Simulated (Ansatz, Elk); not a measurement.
# ScSI: X-ray structure factors from the self-consistent density, part 2 of 2

The structure of ScSI used here is made up (a known structure type with other elements) and was relaxed beforehand with PBE. The aim is the Fourier transform of its all-electron density, F(hkl), set beside the sum over free spherical atoms that refinements use.

Elk 11.2.3 (patched build); all-electron DFT.

So far: Set-up; Ground state and structure factors; The highest occupied states alone.

The structure was built from a prototype and need not be the compound's stable phase.

**4. Another try**

Level of this step: DFT, PBE, all-electron APW+lo, Dirac cores, scalar-relativistic bands, static density, no spin (Elk).

In this try the input is made faulty on purpose, to show what that does.

The input is changed as shown.

Input file elk.in:

```
tasks
  0
  195

xctype
  20

spinpol
  .false.

rgkmax
  3.5

gmaxvr
  14.0

lmaxo
  7

lmaxapw
  8

swidth
  0.002

tshift
  .false.

ramdisk
  .false.

hmaxvr
  5.5

maxscl
  60

epspot
  1e-06

sppath
  './'

avec
  9.12812699419 -0.00000000000 0.00000000000
  -0.00000000000 9.12812699419 0.00000000000
  0.00000000000 0.00000000000 12.91781978498

atoms
  3
  'I.in'
  2
  0.0000000000 -0.0000000000 -0.0000000000   0.000000 0.000000 0.000000
  0.5000000000 0.5000000000 -0.0000000000   0.000000 0.000000 0.000000
  'Sc.in'
  2
  0.0000000000 0.5000000000 0.3257812843   0.000000 0.000000 0.000000
  0.5000000000 -0.0000000000 0.6742187157   0.000000 0.000000 0.000000
  'S.in'
  2
  0.5000000000 0.5000000000 0.5000000000   0.000000 0.000000 0.000000
  -0.0000000000 0.0000000000 0.5000000000   0.000000 0.000000 0.000000

ngridk
  5 5 4
```

Run with:

```sh
$ OMP_NUM_THREADS=4 elk
```

Numbers of over 12 decimals in the logs are rounded to 6 here.

Log:

```text
┌─────────────────────────┐
│ Elk code version 11.2.3 │
└─────────────────────────┘

All units are atomic (Hartree, Bohr, etc.)

┌─────────────────────────────────────────────────┐
│ Ground-state run starting from atomic densities │
└─────────────────────────────────────────────────┘

Lattice vectors :
   9.128126994      -0.000000000       0.000000000
  -0.000000000       9.128126994       0.000000000
   0.000000000       0.000000000       12.91781978

Reciprocal lattice vectors :
  0.6883323721       0.000000000      -0.000000000
[...]
species : 1 (I)
[...]
species : 2 (Sc)
[...]
species : 3 (S)
   atom 1                    :    14.13639720     (  0.6740884881E-04)
   atom 2                    :    14.13639720     (  0.6740884881E-04)
 total in muffin-tins        :    167.1139089
 total calculated charge     :    179.9992117
 total charge                :    180.0000000
 error                       :   0.7882850365E-03

┌──────────────────────────────┐
│ Self-consistent loop stopped │
└──────────────────────────────┘

Warning : core states of species 1 leak from the muffin-tin :   0.1993460673E-03

Wrote STATE.OUT
[key lines of the parts left out:]
total energy                :     -16563.931440251
```

Wall time 17 s (4 threads of AMD EPYC 9B45 (Zen 5), shared host); peak memory 0.25 GiB; 36 s of CPU time.

The run finished. A setting was moved off its sound value on purpose, so it serves as a test and not as the result.

The fault put into the input: a cutoff far too low.

Its structure factors differ from the first run's by R = 0.2 %.

**5. Another functional**

The difference from free atoms is small, so it is set against the change that LDA (Perdew-Wang) makes.

Changes to elk.in since step 4:

```diff
@@ -5,3 +5,3 @@
 xctype
-  20
+  3
 
@@ -11,3 +11,3 @@
 rgkmax
-  3.5
+  7.0
 
@@ -35,3 +35,3 @@
 maxscl
-  60
+  120
```

Run with:

```sh
$ OMP_NUM_THREADS=4 elk
```

Log:

```text
┌─────────────────────────┐
│ Elk code version 11.2.3 │
└─────────────────────────┘

All units are atomic (Hartree, Bohr, etc.)

┌─────────────────────────────────────────────────┐
│ Ground-state run starting from atomic densities │
└─────────────────────────────────────────────────┘

Lattice vectors :
   9.128126994      -0.000000000       0.000000000
  -0.000000000       9.128126994       0.000000000
   0.000000000       0.000000000       12.91781978

Reciprocal lattice vectors :
  0.6883323721       0.000000000      -0.000000000
[...]
species : 1 (I)
[...]
species : 2 (Sc)
[...]
species : 3 (S)
   atom 1                    :    14.51603172     (  0.6367817613E-04)
   atom 2                    :    14.51603172     (  0.6367817613E-04)
 total in muffin-tins        :    168.9077689
 total calculated charge     :    179.9994421
 total charge                :    180.0000000
 error                       :   0.5579244142E-03

┌──────────────────────────────┐
│ Self-consistent loop stopped │
└──────────────────────────────┘

Warning : core states of species 1 leak from the muffin-tin :   0.1990152621E-03

Wrote STATE.OUT
[key lines of the parts left out:]
total energy                :     -16547.889555711
```

Wall time 18 s (4 threads); peak memory 0.21 GiB.

Against the first run R = 0.04 %; the largest change is -0.072 at 110.

**6. Basis size**

A smaller basis shows how fast F responds to it; the change is likely larger than the basis error of the first run, but doesn't show convergence.

Changes to elk.in since step 5:

```diff
@@ -5,3 +5,3 @@
 xctype
-  3
+  20
 
@@ -11,3 +11,3 @@
 rgkmax
-  7.0
+  5.5
```

Run with:

```sh
$ OMP_NUM_THREADS=4 elk
```

Log:

```text
┌─────────────────────────┐
│ Elk code version 11.2.3 │
└─────────────────────────┘

All units are atomic (Hartree, Bohr, etc.)

┌─────────────────────────────────────────────────┐
│ Ground-state run starting from atomic densities │
└─────────────────────────────────────────────────┘

Lattice vectors :
   9.128126994      -0.000000000       0.000000000
  -0.000000000       9.128126994       0.000000000
   0.000000000       0.000000000       12.91781978

Reciprocal lattice vectors :
  0.6883323721       0.000000000      -0.000000000
[...]
species : 1 (I)
[...]
species : 2 (Sc)
[...]
species : 3 (S)
   atom 1                    :    14.50522007     (  0.6982236775E-04)
   atom 2                    :    14.50522007     (  0.6982236775E-04)
 total in muffin-tins        :    168.7236896
 total calculated charge     :    179.9994798
 total charge                :    180.0000000
 error                       :   0.5202035020E-03

┌──────────────────────────────┐
│ Self-consistent loop stopped │
└──────────────────────────────┘

Warning : core states of species 1 leak from the muffin-tin :   0.2016279389E-03

Wrote STATE.OUT
[key lines of the parts left out:]
total energy                :     -16565.131835016
```

The job ended after 20 s (4 threads; peak memory 0.3 GiB; 45 s of CPU time).

Against the first run R = 0.04 %; the largest change is -0.079 at 200.

**7. Settings against the effect**

```csv
run,R against the first run (%),"R against neutral atoms, low angle (%)",wall time
"PBE, rgkmax 7",0.00,0.36,26 s
LDA (Perdew-Wang),0.04,0.35,18 s
rgkmax 5.5,0.04,0.39,20 s
```

**8. Results**

```json
{
  "R against neutral atoms, sin θ/λ < 0.3 Å⁻¹": "0.36 %",
  "R against neutral atoms, 0.3 to 0.66 Å⁻¹": "0.15 %"
}
```

What this shows: Independent neutral atoms miss the calculated amplitudes by R = 0.36 % below 0.3 Å⁻¹ and 0.15 % from there to 0.66 Å⁻¹; by shells, 0.67 % below 0.15 Å⁻¹ (4 forms), 0.31 % 0.15 to 0.3 (13 forms), 0.19 % 0.3 to 0.45 (34 forms), 0.14 % above 0.45 (89 forms). Bonding, aspherical density and the tables' own atoms all enter these figures, and the runs don't part them. The largest change of an amplitude is +0.86 electrons, at 110. The window's part falls from 24.0 electrons at the origin to at most 0.36 between 0.45 and 0.66 Å⁻¹. Below 0.3 Å⁻¹ the changes that finished (LDA (Perdew-Wang) and rgkmax 5.5) move F by R = 0.05 % at most, against the 0.36 % that separates it from free atoms. The k-mesh has no finished test. Part of the difference isn't bonding: the tables are fits to free atoms and ions calculated by other methods than this functional. Thermal motion, anomalous dispersion and extinction are left out.

[Logs are printed without paths, hosts, clocks, repeated set-up lines and the standing remarks that a program may print on its own settings, such as how far it seeks lower states.]

[Hosts, paths, dates, database ids (printed as entryN), source tags and the programs' standing remarks are cut or masked in the printed files.]
